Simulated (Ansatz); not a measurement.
# LiNbO3 (R3c): spin-orbit coupling beyond the local functionals

How far does spin-orbit coupling move the gap of LiNbO3 (R3c)?

Main program and level: Ansatz 0.2.0; density functionals with and without spin-orbit coupling, plane waves, PAW.

## Step 1: The starting structure

It takes space group R3c (No. 161, trigonal). Conventional cell: a = 5.152 Å, b = 5.152 Å, c = 13.869 Å, α = 90.00°, β = 90.00°, γ = 120.00°. Nearest to Li lie 6 O at 2.07 to 2.24 Å. Nearest to Nb lie 6 O at 1.88 to 2.13 Å. Nearest to O lie 2 Nb at 1.88 to 2.13 Å and 2 Li at 2.07 to 2.24 Å. Farther neighbours and most contacts between anions are not listed.

The cell and positions come from the Crystallography Open Database and are kept as given unless a step says otherwise. The default PAW set here is soft_2. Its files were made with PBE.

## Step 2: HSE06, 4×4×4 mesh

This step: DFT, HSE06, plane waves, PAW.

input.yaml reads:

```yaml
crystal:
  lattice:
    - [2.5758, 1.4871388234, 4.623]
    - [-2.5758, 1.4871388234, 4.623]
    - [0.0, -2.9742776468, 4.623]
  atoms:
    - { symbol: Li, position: [0.2815, 0.2815, 0.2815] }
    - { symbol: Li, position: [0.7815, 0.7815, 0.7815] }
    - { symbol: Nb, position: [5.5e-05, 5.5e-05, 5.5e-05] }
    - { symbol: Nb, position: [0.500055, 0.500055, 0.500055] }
    - { symbol: O, position: [0.11231, 0.35836, 0.71959] }
    - { symbol: O, position: [0.71959, 0.11231, 0.35836] }
    - { symbol: O, position: [0.35836, 0.71959, 0.11231] }
    - { symbol: O, position: [0.21959, 0.85836, 0.61231] }
    - { symbol: O, position: [0.85836, 0.61231, 0.21959] }
    - { symbol: O, position: [0.61231, 0.21959, 0.85836] }
kpoints:
  mp_grid: { grid: [4, 4, 4] }
  band_path:
    path:
      - [0.0, 0.0, 0.0]
      - [-0.5, -0.5, -0.5]
      - [-0.5, -0.23565315, -0.76434685]
      - [-0.23565315, 0.23565315, -0.5]
      - [0.0, 0.0, -0.5]
      - [0.0, 0.36782657, -0.36782657]
      - [-0.36782657, 0.0, -0.63217343]
      - [-0.5, 0.0, -0.5]
      - [-0.15, -0.15, -0.15]
      - [-0.381043913, 0.0, -0.618956087]
    npoints: 1
hamiltonian:
  xc: hse06
scf:
  occupations: { method: fixed }
  n_extra_bands: 7
output:
  eigenvalues: true
```

The run is started by

```sh
$ ansatz run input.yaml --threads 3 --pin off --max-ram 92160MiB --backend cuda --events-out ev --progress --plain --runs-dir out --devices 1 --max-vram 13GiB
```

Numbers of over 12 decimals in the logs are rounded to 6 here.

The program printed:

```text
scf.n_extra_bands = 7 over 34 filled bands (N_el = 68.0): the run solves 41 bands
GPUs: using 1 of 1 available (devices: 1).
Engine: ansatz 0.2.0, x86_64-unknown-linux-gnu
Pseudopotentials: kind: paw
Pseudopotential: Li, paw, valence charge 3, recommended cutoff 420 eV (normal), Li.paw.azcp
Pseudopotential: Nb, paw, valence charge 13, recommended cutoff 420 eV (normal), Nb.paw.azcp
Pseudopotential: O, paw, valence charge 6, recommended cutoff 420 eV (normal), O.paw.azcp
Functional definition: HSE06
  parameter a = 0.25
  parameter omega = 0.11/bohr
  exchange = pbe_x - a*pbe_x_sr(omega) + a*exact_x_sr(omega)
  correlation = pbe_c
davidson cushion auto → on  (no smearing: the cushion is to keep the highest requested band from converging to the state above it; pin scf.eigensolver.cushion to override)
device memory: the entry about to start is reckoned to put 2.3 GiB on a device that reports 36.3 GiB free (of which the cap on the GPU budget leaves the run 13.0 GiB)
GPU FFT provider: cuFFT
GPU libraries: cuBLAS 13.8.2, cuFFT 12.4.0, cuSOLVER 12.3.4
Crystal: 10 atoms, lattice volume = 106.252 Å³
Basis set: ecut = 420 eV, 2091 PW (Γ)
Bands: 41, of which v1, the nominal top of the filled ones, is band 34 counted from 1 (33 counted from 0)
Symmetry: 6 space group operations
Space group: R3c (ITA 161), of the structure as read, at distance tolerance 4.7e-5 Å
k-points: 13 of 64 (time reversal used)
Non-local potential: Li, projectors of the file, l = 0: 3, l = 1: 2, l = 2: 1
Non-local potential: Nb, projectors of the file, l = 0: 3, l = 1: 2, l = 2: 2, l = 3: 1
Non-local potential: O, projectors of the file, l = 0: 2, l = 1: 2, l = 2: 1
PAW form: soft (Blöchl's): semilocal exchange-correlation on the pseudo side does not see the compensation charge
PAW frozen core: Nb, regenerated for the run's functional, and the local potential with it (the file was generated under x = pbe(κ = 0.804, μ = 0.219515), c = pbe(β = 0.066725))
PAW frozen core: O, regenerated for the run's functional, and the local potential with it (the file was generated under x = pbe(κ = 0.804, μ = 0.219515), c = pbe(β = 0.066725))
PAW one-centre angular grid: Li, 110 points (default); XC on 96 Gauss nodes
PAW one-centre angular grid: Nb, 590 points (default); XC on 64 Gauss nodes
PAW one-centre angular grid: O, 110 points (default); XC on 96 Gauss nodes
Initial density: superposition of atomic densities (neutral atoms: chi_scale 0, normalization atom), corrected by the library's trained network
Initial wavefunctions: pseudopotential atomic-orbital guess
GPU buffer pool allocated for 64000 grid points (all kernels)
GPU transforms: local potential and band sums: pruned to the plane-wave sphere, on 40×40×40
[...]
Frozen-core exchange: fock
SCF iter   1: F=—  HF=-12932.597972 eV  |F-HF|=—  |Δ(HF+E_count)|=         —  Δρ=5.96e-5  dr2=3.90e-6  ethr=7.27e-7  ⟨swp⟩=2.2  Hψ=1187  notcnv=0
preconditioner: auto → none  [insulator: Δε(μ)=5.067 eV  Ē_g=12.693 eV  n_scr=26 (ndim 8)  ℏωp=25.0 eV  f_vac=0.022]
iter 2 solved again at ethr=3.44e-10 eV; its pass at ethr=4.17e-9 eV (dr2=2.34e-7 eV) is discarded
SCF iter   2: F=—  HF=-12932.597972 eV  |F-HF|=—  |Δ(HF+E_count)|=   3.40e-7  Δρ=2.72e-5  dr2=4.36e-7  ethr=3.44e-10  ⟨swp⟩=2.0  Hψ=3034  notcnv=0
SCF iter   3: F=—  HF=-12932.597974 eV  |F-HF|=—  |Δ(HF+E_count)|=   1.54e-6  Δρ=2.40e-5  dr2=5.04e-7  ethr=3.44e-10  ⟨swp⟩=4.6  Hψ=1901  notcnv=0
SCF iter   4: F=-12932.597973 eV  HF=-12932.597973 eV  |F-HF|=4.87e-9  |Δ(HF+E_count)|=   1.38e-7  Δρ=3.47e-6  dr2=9.85e-9  ethr=3.44e-10  ⟨swp⟩=3.0  Hψ=1538  notcnv=0
SCF 3 converged in 4 iterations: F = -12932.597973 eV  dr2 = 9.85e-9
hybrid outer 2: dexx = +1.643e-6 eV, tail = 3.76e-8 eV, Δε = 2.81e-3 eV (about 6.95e-5 eV left of the loop's levels)
device memory: the entry about to start is reckoned to put 0.9 GiB on a device that reports 40.8 GiB free (of which the cap on the GPU budget leaves the run 13.0 GiB)
NSCF: frozen V_eff on 10 k-points
hybrid SCF converged: 2 outer / 10 inner (+3 warm-up), last move |dexx| = 1.64e-6 eV, tail = 3.76e-8 eV
Stability not checked: this state was not tested for a lower state beside it, because the functional holds exact exchange (a hybrid, or Hartree-Fock), whose exchange loop this test does not read (fock_operator; see scf.lower_state_search)
Free energy (F): -12932.597974 eV
Frozen-core exchange: fock
Harris-Foulkes:  -12932.597974 eV  (|F-HF|=4.87e-9)
Internal energy: -12932.597974 eV  (E = F + TS)
E sigma→0 (E₀):  -12932.597974 eV
Fermi energy:    6.150134 eV
--- Per-component energies (eV) ---
  E_band       = -669.142568
  E_kinetic    = 1890.844444
  E_local      = -4277.533537  (includes V_loc(G=0)·N_el)
  E_nonlocal   = 438.454501
  E_hartree    = 1445.466578
  E_xc         = -656.322265
  E_vxc        = -812.959557  (∫ρ·V_xc dr)
  E_exx        = -212.153303  (= α·E_x^exact, valence–valence)
  E_paw        = -7086.459586  (= ΣΔE_a)
  E_vpaw       = -374.590153  (= ΣTr[D̂ρ^β])
  E_aug_tail   = 0.014627  (compensation charges beyond the density's cutoff)
  E_ewald      = -4473.914330
  E_core_change = -0.995103  (= ΣΔE_core)
  E_smearing   = -0.000000  (= −TS)
  E_closure    = -0.000000  (closes the sum)
  Σ components = -12932.597974   (vs F -12932.597974, Δ=0.00e0)
--- Band table (eV; the first three rows and the last of 13) ---
  k-point 0: bands = [... 30 lower, 5.4169, 5.6091, 6.1501, 6.1501, 11.2162, 11.2162, 11.7193, 12.9421, ... 3 higher]
  k-point 1: bands = [... 30 lower, 5.6381, 5.7099, 5.9358, 6.0631, 11.2699, 11.3944, 11.8736, 12.6640, ... 3 higher]
  k-point 2: bands = [... 30 lower, 5.8314, 5.8314, 5.9053, 5.9053, 11.5521, 11.5521, 12.4525, 12.4525, ... 3 higher]
  k-point 12: bands = [... 30 lower, 5.8040, 5.8040, 5.8040, 5.8040, 12.3865, 12.3865, 12.5927, 12.5927, ... 3 higher]
```

Elapsed: 52 s, on 1 × NVIDIA H100 80GB HBM3 (shared by 6 runs) with 3 threads of AMD EPYC 7R13 (Zen 3), shared host; peak memory 1.4 GiB; 59 s of CPU time.

The column dr2 measures how far the density is from self-consistency, as an energy; F and HF (Harris–Foulkes) agree once it is small.

This step gave:

```
gap                     : 5.031 eV
valence top at          : k = (-0.150, -0.150, -0.150)
conduction bottom at    : k = (-0.381, 0.000, -0.619)
least direct gap        : 5.066 eV
exact-exchange fraction : 0.25
```

The gap is indirect, with the least direct gap 0.04 eV higher.

## Step 3: HSE06+SOC, 4×4×4 mesh

Spin-orbit coupling can split or shift the edges; a non-collinear run measures by how much.

This step: DFT, HSE06 with spin-orbit coupling, plane waves, PAW.

Edit input.yaml of step 2 so:

```diff
@@ -35,3 +35,6 @@
   occupations: { method: fixed }
-  n_extra_bands: 7
+  n_extra_bands: 14
+magnetization:
+  noncollinear: true
+  spin_orbit: true
 output:
```

The program printed:

```text
[...]
GPUs: using 1 of 1 available (devices: 1).
[...]
non-collinear run that drives no moment, with spin-orbit: no starting moment large enough to seed its density (crystal.atoms[].spin), no starting occupations that ask for one, no magnetisation constraint and no magnetic field, so the semilocal B_xc is pinned to zero
[...]
GPU FFT provider: cuFFT
GPU libraries: cuBLAS 13.8.2, cuFFT 12.4.0, cuSOLVER 12.3.4
Crystal: 10 atoms, lattice volume = 106.252 Å³
Basis set: ecut = 420 eV, 2091 PW (Γ)
Bands: 82, of which v1, the nominal top of the filled ones, is band 68 counted from 1 (67 counted from 0)
Symmetry: 6 space group operations + 6 with time reversal
[...]
k-points: 13 of 64 (time reversal used)
Projection manifold: j_resolved (fully-relativistic pseudo-atomic orbitals)
[...]
GPU buffer pool allocated for 64000 grid points (all kernels)
[...]
SCF iter   1: F=—  HF=-12933.293229 eV  |F-HF|=—  |Δ(HF+E_count)|=         —  Δρ=9.40e-2  dr2=9.99e0  dr2_m=0.00e0 (ungated)  ethr=1.00e-1  |M|=0.00e0 ∫|m|=0.00e0 μB  |m|>n=0.0e0 m-floor=0.0e0 τ_xc=0.0e0  β_m=0.30  ⟨swp⟩=3.2  Hψ=4019  notcnv=0
[...]
SCF iter   6: F=-12931.459140 eV  HF=-12931.459334 eV  |F-HF|=1.95e-4  |Δ(HF+E_count)|=   1.28e-3  Δρ=7.42e-4  dr2=3.51e-4  dr2_m=0.00e0 (ungated)  ethr=3.03e-6  |M|=0.00e0 ∫|m|=0.00e0 μB  |m|>n=0.0e0 m-floor=0.0e0 τ_xc=0.0e0  ⟨swp⟩=3.0  Hψ=2662  notcnv=0
SCF 1 stopped early in 6 iterations: F = -12931.459140 eV  dr2 = 3.51e-4
[...]
GPU FFT provider: cuFFT
GPU libraries: cuBLAS 13.8.2, cuFFT 12.4.0, cuSOLVER 12.3.4
Projection manifold: j_resolved (fully-relativistic pseudo-atomic orbitals)
[...]
GPU buffer pool allocated for 64000 grid points (all kernels)
[...]
Frozen-core exchange: fock
SCF iter   1: F=—  HF=-12930.790544 eV  |F-HF|=—  |Δ(HF+E_count)|=         —  Δρ=1.81e-2  dr2=6.07e-1  dr2_m=0.00e0 (ungated)  ethr=5.16e-6  |M|=0.00e0 ∫|m|=0.00e0 μB  |m|>n=0.0e0 m-floor=0.0e0 τ_xc=0.0e0  β_m=0.30  ⟨swp⟩=6.7  Hψ=5160  notcnv=0
[...]
SCF iter   6: F=-12930.655121 eV  HF=-12930.655122 eV  |F-HF|=7.49e-7  |Δ(HF+E_count)|=   1.89e-5  Δρ=3.57e-5  dr2=1.42e-5  dr2_m=0.00e0 (ungated)  ethr=7.53e-8  |M|=0.00e0 ∫|m|=0.00e0 μB  |m|>n=0.0e0 m-floor=0.0e0 τ_xc=0.0e0  ⟨swp⟩=3.0  Hψ=2712  notcnv=0
SCF 2 stopped early in 6 iterations: F = -12930.655121 eV  dr2 = 1.42e-5
[...]
hybrid outer 1: dexx = +4.162e-2 eV, tail = 7.07e-5 eV
GPU FFT provider: cuFFT
GPU libraries: cuBLAS 13.8.2, cuFFT 12.4.0, cuSOLVER 12.3.4
Projection manifold: j_resolved (fully-relativistic pseudo-atomic orbitals)
GPU buffer pool allocated for 64000 grid points (all kernels)
[...]
Frozen-core exchange: fock
SCF iter   1: F=—  HF=-12930.654699 eV  |F-HF|=—  |Δ(HF+E_count)|=         —  Δρ=1.01e-4  dr2=1.59e-5  dr2_m=0.00e0 (ungated)  ethr=5.20e-7  |M|=0.00e0 ∫|m|=0.00e0 μB  |m|>n=0.0e0 m-floor=0.0e0 τ_xc=0.0e0  β_m=0.30  ⟨swp⟩=3.1  Hψ=2559  notcnv=0
[...]
SCF iter   4: F=-12930.654697 eV  HF=-12930.654697 eV  |F-HF|=6.96e-9  |Δ(HF+E_count)|=   5.96e-8  Δρ=4.69e-6  dr2=1.41e-8  dr2_m=0.00e0 (ungated)  ethr=3.19e-10  |M|=0.00e0 ∫|m|=0.00e0 μB  |m|>n=0.0e0 m-floor=0.0e0 τ_xc=0.0e0  ⟨swp⟩=3.0  Hψ=2535  notcnv=0
SCF 3 converged in 4 iterations: F = -12930.654697 eV  dr2 = 1.41e-8
[...]
NSCF: frozen V_eff on 10 k-points
[...]
Magnetization: |M| = 0.0000 μB,  M = (+0.0000, +0.0000, +0.0000) μB
Absolute magnetization: 0.0000 μB (∫|m|)
  site 0: m = (+0.0000, +0.0000, +0.0000) μB, |m| = 0.0000 μB  (R = 0.85 Å)
  site 1: m = (+0.0000, +0.0000, +0.0000) μB, |m| = 0.0000 μB  (R = 0.85 Å)
  site 2: m = (+0.0000, +0.0000, +0.0000) μB, |m| = 0.0000 μB  (R = 0.77 Å)
  site 3: m = (+0.0000, +0.0000, +0.0000) μB, |m| = 0.0000 μB  (R = 0.77 Å)
  site 4: m = (+0.0000, +0.0000, +0.0000) μB, |m| = 0.0000 μB  (R = 0.77 Å)
  site 5: m = (+0.0000, +0.0000, +0.0000) μB, |m| = 0.0000 μB  (R = 0.77 Å)
  site 6: m = (+0.0000, +0.0000, +0.0000) μB, |m| = 0.0000 μB  (R = 0.77 Å)
  site 7: m = (+0.0000, +0.0000, +0.0000) μB, |m| = 0.0000 μB  (R = 0.77 Å)
  site 8: m = (+0.0000, +0.0000, +0.0000) μB, |m| = 0.0000 μB  (R = 0.77 Å)
  site 9: m = (+0.0000, +0.0000, +0.0000) μB, |m| = 0.0000 μB  (R = 0.77 Å)
Free energy (F): -12930.654697 eV
Frozen-core exchange: fock
[...]
Internal energy: -12930.654697 eV  (E = F + TS)
E sigma→0 (E₀):  -12930.654697 eV
Fermi energy:    6.160551 eV
[...]
--- Band table (eV; the first three rows and the last of 13) ---
  k-point 0: bands = [... 64 lower, 6.1419, 6.1419, 6.1606, 6.1606, 11.2016, 11.2016, 11.2285, 11.2285, ... 10 higher]
  k-point 1: bands = [... 64 lower, 5.9362, 5.9371, 6.0574, 6.0717, 11.2256, 11.3078, 11.3744, 11.4230, ... 10 higher]
  k-point 2: bands = [... 64 lower, 5.9033, 5.9033, 5.9138, 5.9138, 11.5347, 11.5347, 11.5678, 11.5678, ... 10 higher]
  k-point 12: bands = [... 64 lower, 5.8137, 5.8137, 5.8228, 5.8228, 12.3748, 12.3748, 12.3748, 12.3748, ... 10 higher]
```

Elapsed: 1.8 min, on 1 × NVIDIA H100 80GB HBM3 (shared by 6 runs) with 3 threads; peak memory 2.3 GiB; 3.2 min of CPU time.

This step gave:

```yaml
gap: 4.986 eV
valence_top_at: k = (-0.150, -0.150, -0.150)
conduction_bottom_at: k = (-0.381, 0.000, -0.619)
least_direct_gap: 5.041 eV
exact_exchange_fraction: 0.25
```

The gap stands −0.04 eV against HSE06.

## Step 4: Together

Times are wall times on 1 × NVIDIA H100 80GB HBM3 (shared by 6 runs) with 3 threads of AMD EPYC 7R13 (Zen 3), shared host, good to a factor of about two.

| level | gap (eV) | with coupling (eV) | change (eV) | time | with coupling |
| --- | --- | --- | --- | --- | --- |
| HSE06 | 5.03 | 4.99 | −0.04 | 52 s | 1.8 min |

## Step 5: What came out

```json
{
  "HSE06": "5.03 eV",
  "HSE06+SOC": "4.99 eV"
}
```

**Reading.** Spin-orbit coupling changes the gap by −0.04 eV and the least direct gap by −0.03 eV.

[Paths, hosts, dates, memory and timing lines, banners, echoed tables and standing remarks are left out of the program output.]

[Logs are printed without paths, hosts, clocks, repeated set-up lines and the standing remarks that a program may print on its own settings, such as how far it seeks lower states.]

[Runs of the session that timed out or met a known fault of the program may be left out.]

[Cells called generated may have been cut or substituted from an entry of the Crystallography Open Database or the Materials Project.]

[Hosts, paths, dates, database ids (printed as entryN), source tags and the programs' standing remarks are cut or masked in the printed files.]
